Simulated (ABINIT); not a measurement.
Records of electronic-structure calculations.

**CdF2 (Fm-3m): one start, several treatments of the self-energy**

The structure is cubic, space group Fm-3m (No. 225). The conventional cell has a = 5.388 Å, b = 5.388 Å, c = 5.388 Å, α = 90.00°, β = 90.00°, γ = 90.00°. Nearest to Cd lie 8 F at 2.33 Å. Nearest to F lie 4 Cd at 2.33 Å. Farther neighbours, and contacts between anions beyond the nearest, are not listed.

```xyz
3
Lattice="0.0000 2.6940 2.6940 2.6940 0.0000 2.6940 2.6940 2.6940 0.0000" Properties=species:S:1:pos:R:3 pbc="T T T"
Cd    0.0000    0.0000    0.0000
F     1.3470    1.3470    1.3470
F     4.0410    4.0410    4.0410
```

```
method                                   : RPA screening on PBE, plane waves, norm-conserving pseudopotentials (and 3 further levels or steps)
program                                  : ABINIT 10.8.3
settings                                 : cutoff 47 Ha, PseudoDojo scalar-relativistic 0.4.1 standard, norm-conserving, ngkpt (4, 4, 4), nband 133, ecuteps 7 Ha, gwcalctyp 1, nfreqim 16, inclvkb 2, shiftk (0, 0, 0), symchi 1, awtr 1, frequency ac, 4×4×4 k-mesh
cost                                     : 11 runs, 2.7 min in all on 8 MPI ranks of AMD EPYC 9R45, shared host
notes                                    : The cell and positions come from the Crystallography Open Database and are kept as given unless a step says otherwise. Limits: d shell near the gap, gap tends to lie low; no spin-orbit coupling. The 4×4×4 mesh is coarse for this cell, which bears on the long-range parts of exchange and screening.
G0W0, Godby-Needs plasmon pole           : 5.340 eV
G0W0, Hybertsen-Louie plasmon pole       : 5.862 eV
G0W0, von der Linden-Horsch plasmon pole : 5.353 eV
G0W0, Engel-Farid plasmon pole           : 5.343 eV
one-shot Hartree-Fock                    : 14.771 eV
G0W0, contour deformation                : 5.313 eV
G0W0, analytic continuation              : 5.299 eV
known limits                             : short of the basis limit; d shell near the gap, gap tends to lie low; no spin-orbit coupling; coarse k mesh
```

G0W0, Hybertsen-Louie plasmon pole: +0.522 eV against G0W0, Godby-Needs plasmon pole. G0W0, von der Linden-Horsch plasmon pole: +0.013 eV against G0W0, Godby-Needs plasmon pole.

[Long decimals in the printed logs are rounded to 6 places.]

[Logs are printed without paths, hosts, clocks, repeated set-up lines and the standing remarks that a program may print on its own settings, such as how far it seeks lower states.]

[Paths, hosts, dates, memory and timing lines, banners, echoed tables and standing remarks are left out of the program output; an Ansatz launch command may be rebuilt from the run's recorded settings. Measured values are a selection of at most five: reports struck by readers or far from the other reports are left out. None is set beside runs whose start may be inverted or whose files or cutoffs have a known fault.]

[Runs of the session that timed out or met a known fault of the program may be left out.]

[Hosts, paths, dates, database ids (printed as entryN), source tags and the programs' standing remarks are cut or masked in the printed files.]

[G0W0 gaps are taken among the corrected bands and points alone; a level outside them can change the order at an edge.]

[Where Ansatz stands beside ABINIT at settings called matched, ABINIT's density can come from a denser mesh and the files from another edition; pairs whose starting gaps differed by over 0.03 eV were left out, so agreement reads better than it is.]
